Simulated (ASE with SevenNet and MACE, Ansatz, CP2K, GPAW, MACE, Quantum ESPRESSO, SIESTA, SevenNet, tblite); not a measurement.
## Running Ta2H10C4Cl8O3 (P2_1/c) (108 atoms) with machine-learned potentials

Wanted: machine-learned potentials inputs and outputs for Ta2H10C4Cl8O3 (P2_1/c) (108 atoms), checked against a plane-wave reference.

Method: the method is named at each step, in ASE with SevenNet and MACE.

### Step 1. Starting point

The cell holds 108 atoms: 8 Ta, 40 H, 16 C, 32 Cl and 12 O. Cell: a = 6.639 Å, b = 26.008 Å, c = 10.653 Å, α = 90.0°, β = 114.3°, γ = 90.0°. It derives from Ta2H10C4Cl8O3 (P2_1/c), repeated 1×1×1. Ta2H10C4Cl8O3, space group P2_1/c, structure from the Crystallography Open Database, 1 x 1 x 1 conventional cells; every coordinate displaced by a Gaussian of 0.02 Å; bonds to H set to neutron lengths (C-H 1.089, N-H 1.015, O-H 0.983, B-H 1.19 Å) where the listed ones are shorter. Then every atom was moved at random, 0.05 Å r.m.s. a Cartesian component (hydrogen 0.6 of that).

The yardstick, on the same geometry:

| Quantity | Value |
| --- | --- |
| method | Kohn-Sham DFT, PBE, PAW, plane waves (Ansatz 0.2.0); cutoff 420 eV, Γ point, fermi-dirac smearing of 0.05 eV; PAW set soft_2 |
| r.m.s. force component | 1.993 eV/Å |
| longest force | 11.93 eV/Å |
| pressure | 4.276 GPa |
| gap (highest filled to lowest empty level) | 2.143 eV |
| SCF cycles | 11 |
| time | 25 s on 4 threads of Arm Neoverse V1, shared host |
| CPU time | 97 s |

### Step 2. SevenNet l3i5 potential

Method: machine-learned interatomic potential SevenNet l3i5, trained on PBE(+U) plane-wave data.

The input, run.py:

```python
import numpy as np
from ase.io import read
import mlip  # loads the published weights by name

atoms = read("structure.xyz")
atoms.calc = mlip.calc("7net-l3i5")
energy = atoms.get_potential_energy()
forces = atoms.get_forces()
print(f"energy {energy:.6f} eV")
print("forces (eV/A)")
for i, (a, f) in enumerate(zip(atoms, forces)):
    print(f"{i:4d} {a.symbol:2s} {f[0]:10.5f} {f[1]:10.5f} {f[2]:10.5f}")
stress = -atoms.get_stress(voigt=False) * 160.21766
print("stress (GPa, compression positive)")
for row in stress:
    print(" ".join(f"{x:10.4f}" for x in row))
```

The input, structure.xyz:

```xyz
108
Lattice="6.63880 0.00000 0.00000 0.00000 26.00830 0.00000 -4.37581 0.00000 9.71248" Properties=species:S:1:pos:R:3 pbc="T T T"
Ta 2.20627 23.28445 1.57196
Ta 2.16407 10.20228 3.22406
Ta 0.12604 2.81748 8.11808
Ta -0.04897 15.81383 6.44180
Ta 1.19490 22.35491 5.08847
Ta -1.06461 9.32189 9.41741
Ta 1.11759 3.61775 4.56292
Ta 3.32022 16.76937 0.21125
H 1.74428 25.85017 5.77611
H -1.70709 12.80779 8.73599
H 0.55233 0.18830 3.87722
H 3.92276 13.18829 0.95037
H 2.87864 24.95704 4.71240
H 1.54720 11.96668 0.11694
H -0.61759 1.07388 4.95327
H 0.66750 14.04864 9.62536
H 3.42626 25.33286 6.33759
H -3.31016 12.43665 8.22113
H -1.15616 0.54071 3.42054
H 5.59578 13.54096 1.49902
H 0.84497 24.53181 7.77795
H -0.61589 11.54352 6.77416
H 1.43854 1.55348 1.93230
H 2.91741 14.45775 2.92278
H 2.43282 24.51412 8.27105
H -2.40327 11.53312 6.33730
H -0.18782 1.52903 1.41550
H 4.62841 14.56647 3.42559
H 2.44930 22.09093 8.32126
H -2.45308 9.04855 6.23522
H -0.11500 3.92465 1.43453
H 4.62606 17.04870 3.41209
H 1.12043 22.58301 9.23511
H -1.00893 9.54635 5.33604
H 1.23007 3.47471 0.56973
H 3.21104 16.42502 4.37217
H 1.03493 19.84901 7.64382
H -0.90777 6.90963 6.95093
H 1.28932 6.17255 1.97396
H 3.24363 19.09477 2.85178
H -0.66027 20.30728 7.27436
H 0.72464 7.23291 7.39168
H 2.93476 5.77098 2.50572
H 1.52905 18.85108 2.35838
H -0.04055 20.69480 8.80378
H 0.17151 7.67947 5.77193
H 2.30110 5.30335 0.93240
H 2.06559 18.35900 3.99125
C 2.51919 25.14274 5.78165
C -2.60451 12.07773 8.70899
C -0.37330 0.80730 3.98387
C 4.74827 14.00105 0.95678
C 1.70426 23.93804 7.77465
C -1.55532 10.83610 6.88683
C 0.48775 2.13008 2.05574
C 3.86564 15.12903 2.86810
[... 48 atom lines left out ...]
O 0.63809 21.81680 7.20316
O -0.58599 8.89744 7.25581
O 1.65917 4.10801 2.45124
O 2.81671 17.11190 2.42220
```

The run is started by

```
> OMP_NUM_THREADS=1 python run.py > output.txt
```

Output:

```text
energy -578.141846 eV
forces (eV/A)
   0 Ta   -0.14304   -2.07030    0.96586
   1 Ta    2.59726   -0.28056    0.60945
   2 Ta   -1.59693   -2.19069    0.05436
   3 Ta    0.41588   -0.60461   -0.55552
   4 Ta   -2.90803   -1.83097    3.81187
   5 Ta    1.27713   -0.14861   -1.27337
   6 Ta    0.93538    2.48715   -0.08956
   7 Ta   -1.25474   -0.41039    3.98573
   8 H    -1.00613    1.10106    0.41483
   9 H    -1.17836   -0.99204   -0.34707
  10 H    -0.81467    0.32228    0.08402
  11 H     0.98403    0.77478    0.07570
  12 H    -0.69061   -0.25273    1.26553
  13 H    -0.10101   -0.12157   -1.56546
  14 H    -0.43817    0.52219    1.98562
  15 H     0.14103    0.66375   -0.29240
  16 H     0.15010    0.68788    0.44696
  17 H    -6.34168    2.35421   -4.77444
  18 H    -2.76087   -0.83217   -2.28924
  19 H    -0.09721    0.49849    0.26115
  20 H    -2.05031    0.93583    0.65337
  21 H    -1.27896   -1.66781    0.63677
  22 H    -0.15093    0.29623    0.31538
  23 H     1.11669    1.20306    0.07336
[...]
100 O     1.54904    0.42406   -3.55146
 101 O    -0.65648    1.92041   -0.68471
 102 O    -2.26638   -2.51571    3.22078
 103 O    -0.46237    4.07787    0.86133
 104 O     1.08007    1.56053    2.85962
 105 O     0.37629   -2.10790    0.68120
 106 O    -0.95407    0.53098    0.02020
 107 O     0.15367   -0.07753    0.58489
stress (GPa, compression positive)
    3.2683    -1.0870    -0.0828
   -1.0870     2.8326     0.2355
   -0.0828     0.2355     4.2085
```

Wall time 15 s (1 thread of Arm Neoverse V1, shared host); peak memory 1.6 GiB.

Banners, paths, timers and routine set-up lines are dropped from the logs unmarked, and long logs keep their key lines alone; longer cuts are marked.

Against the reference:

```yaml
r_m_s_force_component: 1.922 eV/Å
r_m_s_difference_of_force_components: 182.2 meV/Å
longest_difference_of_force_vectors: 1203 meV/Å
force_difference_over_r_m_s_force: 9.142 %
slope_of_forces_against_the_reference_s: 0.9609
correlation_of_force_components: 0.9963
pressure: 3.437 GPa
pressure_difference: -0.8399 GPa
```

Length of the force difference by element (eV/Å):

```csv
element,atoms,mean,most
C,16,0.36,0.65
Cl,32,0.23,0.41
H,40,0.12,0.43
O,12,0.42,0.80
Ta,8,0.51,1.2
```

Local excerpt of 9 atoms (numbers count through the whole input) about Ta6, one of the 8 Ta atoms; x, y, z are measured from there.

```csv
atom,x,y,z,distance (Å),bonds,Fx,Fy,Fz (eV/Å)
Ta6,0.00,0.00,0.00,0.00,6,1.28,-0.15,-1.27
O98,-0.58,0.59,1.57,1.77,2,-0.79,0.66,1.78
O102,-0.98,1.41,-1.14,2.06,3,-0.66,1.92,-0.68
Cl94,1.30,-1.68,0.72,2.24,1,0.59,-0.79,0.27
O106,0.48,-0.42,-2.16,2.25,3,0.38,-2.11,0.68
Cl90,-1.77,-1.42,-0.42,2.31,1,-0.41,-0.26,0.08
Cl86,1.98,1.41,-0.11,2.43,1,-0.56,-0.21,0.08
C54,-0.49,1.51,-2.53,2.99,4,-2.15,6.60,-0.96
C58,-0.45,0.21,-3.07,3.11,4,2.71,-1.60,-1.86
```

Atoms are counted from 1 here, from 0 in the log.

Forces lie 9.1 % from the reference's, at 0.11 times its CPU time (on 1 against 4 cores).

### Step 3. SevenNet 0 potential

Method: machine-learned interatomic potential SevenNet 0, trained on PBE(+U) plane-wave data.

Changes to run.py since step 2:

```diff
@@ -5,3 +5,3 @@
 atoms = read("structure.xyz")
-atoms.calc = mlip.calc("7net-l3i5")
+atoms.calc = mlip.calc("7net-0")
 energy = atoms.get_potential_energy()
```

structure.xyz is that of step 2.

Output:

```text
energy -577.609436 eV
forces (eV/A)
   0 Ta   -0.00502   -1.74042    0.90873
   1 Ta    2.12327   -0.12788    0.46052
   2 Ta   -1.39617   -1.80809   -0.15076
   3 Ta    0.40166   -0.49720   -0.51495
   4 Ta   -2.72938   -1.73532    4.23698
   5 Ta    1.23442   -0.11176   -1.89822
   6 Ta    0.52163    1.81289   -0.69661
   7 Ta   -1.29780   -0.22839    4.25205
   8 H    -1.04117    1.10114    0.44425
   9 H    -1.13357   -0.95702   -0.45755
  10 H    -0.94713    0.27736    0.09090
  11 H     0.99896    0.83229    0.16068
  12 H    -0.65376   -0.12129    1.17077
  13 H    -0.14498   -0.17062   -1.52868
  14 H    -0.45852    0.30024    2.00596
  15 H     0.13112    0.66888   -0.21327
  16 H     0.07934    0.70281    0.39894
  17 H    -6.54366    2.57606   -4.80067
  18 H    -2.83296   -1.05918   -2.27317
  19 H    -0.22098    0.57392    0.21199
  20 H    -2.13638    1.06147    0.61649
  21 H    -1.03916   -1.46674    0.59399
  22 H    -0.13802    0.01637    0.32721
  23 H     1.02911    1.05724   -0.00328
[...]
100 O     1.44168    0.73353   -3.21803
 101 O    -0.49066    1.53057   -0.79566
 102 O    -2.18888   -2.09894    3.51048
 103 O    -0.58581    3.83621    1.27809
 104 O     0.79209    1.30105    2.75881
 105 O     0.67544   -2.60531    0.33227
 106 O    -0.77397    0.83585   -0.27604
 107 O     0.04711    0.13036    0.74547
stress (GPa, compression positive)
    3.6408    -1.1183    -0.3035
   -1.1183     2.8970     0.1748
   -0.3035     0.1748     4.6524
```

Wall time 13 s (1 thread); peak memory 1 GiB.

Against the reference:

```
r.m.s. force component                  : 1.904 eV/Å
r.m.s. difference of force components   : 268.1 meV/Å
longest difference of force vectors     : 2149 meV/Å
force difference over r.m.s. force      : 13.45 %
slope of forces against the reference's : 0.9473
correlation of force components         : 0.9916
pressure                                : 3.73 GPa
pressure difference                     : -0.5463 GPa
```

Against the first run (9.1 %), the force difference from the reference is 13 %, at 0.80 times the CPU time.

### Step 4. MACE MP-0b3 medium potential

Method: machine-learned interatomic potential MACE MP-0b3 medium, trained on PBE(+U) plane-wave data.

Changes to run.py since step 3:

```diff
@@ -5,3 +5,3 @@
 atoms = read("structure.xyz")
-atoms.calc = mlip.calc("7net-0")
+atoms.calc = mlip.calc("mace-mp-0b3-medium")
 energy = atoms.get_potential_energy()
```

structure.xyz is that of step 3.

Output:

```text
energy -575.714933 eV
forces (eV/A)
   0 Ta    0.06349   -1.78140    0.51317
   1 Ta    2.33125   -0.16819    0.83726
   2 Ta   -1.82589   -2.33021    0.25925
   3 Ta    0.52737   -0.57060   -0.89447
   4 Ta   -2.90742   -1.86102    3.40431
   5 Ta    1.20908    0.02810   -0.69007
   6 Ta    0.61938    2.23609    0.69806
   7 Ta   -1.16389   -0.39936    3.63945
   8 H    -1.01370    1.10759    0.42670
   9 H    -1.11970   -0.91443   -0.46057
  10 H    -0.84853    0.26219    0.07211
  11 H     0.86789    0.84861    0.21663
  12 H    -0.72653   -0.15217    1.22643
  13 H    -0.15254   -0.03531   -1.59973
  14 H    -0.46050    0.34323    2.03188
  15 H     0.08727    0.73077   -0.36160
  16 H     0.07547    0.70790    0.37942
  17 H    -6.55181    2.57815   -4.86671
  18 H    -2.87173   -1.04301   -2.28044
  19 H    -0.22090    0.53077    0.23431
  20 H    -2.04588    0.95579    0.55380
  21 H    -1.23631   -1.65856    0.60376
  22 H    -0.13527    0.17822    0.30766
  23 H     1.11035    1.20082   -0.05488
[...]
100 O     1.34351    0.68271   -3.52380
 101 O    -0.41773    1.88848   -0.73603
 102 O    -2.22250   -2.60955    3.84864
 103 O    -0.85628    4.11041    1.08042
 104 O     1.09001    1.08097    3.06278
 105 O     0.36760   -2.59264    0.36284
 106 O    -0.96700    0.88919   -0.28358
 107 O     0.38515   -0.04137    0.78446
stress (GPa, compression positive)
    4.1109    -1.1264    -0.0492
   -1.1264     3.2473     0.2923
   -0.0492     0.2923     5.5537
```

Run time: 9.3 s. Hardware: 1 thread; peak memory 1.2 GiB.

Numbers from this run, and their distance from the reference:

| Quantity | Value |
| --- | --- |
| r.m.s. force component | 1.961 eV/Å |
| r.m.s. difference of force components | 185.9 meV/Å |
| longest difference of force vectors | 1002 meV/Å |
| force difference over r.m.s. force | 9.331 % |
| slope of forces against the reference's | 0.9797 |
| correlation of force components | 0.9957 |
| pressure | 4.304 GPa |
| pressure difference | 0.0276 GPa |

Against the first run (9.1 %), the force difference from the reference is 9.3 %, at 0.80 times the CPU time.

### Step 5. The ladder

Differences are against the plane-wave reference, forces as r.m.s. over components; share is that over the reference's r.m.s. force, slope the least-squares factor from reference forces to these. Total energies of different programs have different zeros and aren't compared.

```csv
run,"Δ force, r.m.s. (meV/Å)",share (%),slope,Δ pressure (GPa),cores,CPU time,memory (GiB)
reference,-,-,-,-,4,97 s,2.1
SevenNet l3i5 potential,182,9.14,0.961,-0.840,1,10 s,1.6
SevenNet 0 potential,268,13.5,0.947,-0.546,1,8.1 s,1.0
MACE MP-0b3 medium potential,186,9.33,0.980,0.0276,1,8.1 s,1.2
```

Times of the machine-learned potentials are mostly Python's start and the loading of weights.

CPU time is summed over cores on a shared host, where runs went side by side, so it is rough. Symmetry, cutoffs, thresholds, outputs and thread counts weren't matched or tuned between programs; memory under MPI is the largest rank's times the ranks.

### Step 6. Summary of results

```json
{
  "nearest in forces": "SevenNet l3i5 potential, 9.1 %",
  "its CPU time": "10 s"
}
```

**Reading.** Machine-learned potentials differ by 9.1 % (SevenNet l3i5 potential) to 13 % (SevenNet 0 potential); they were trained on other programs' data. Machine-learned potentials mimic data converged in k, so the reference's own k-point error enters their differences. The reference's PBE has no dispersion term, which matters for the binding between molecules or layers. The published positions, changed by the recipe (random displacements or longer bonds to H), lie far from the minimum at this level of theory. The reference's pressure of 4.3 GPa belongs to a cell and atoms that aren't relaxed at this level. The electronic-structure runs sample only Γ, in a cell whose shortest periodic width is 6 Å. Spin–orbit coupling is left out, which matters for the levels of the heavy elements.

[Also dropped from logs without a mark: logging warnings of Python, and SIESTA's first energy breakdown and zero terms.]

[Logs are printed without paths, hosts, clocks, repeated set-up lines and the standing remarks that a program may print on its own settings, such as how far it seeks lower states.]

[Hosts, paths, dates, database ids (printed as entryN), source tags and the programs' standing remarks are cut or masked in the printed files.]
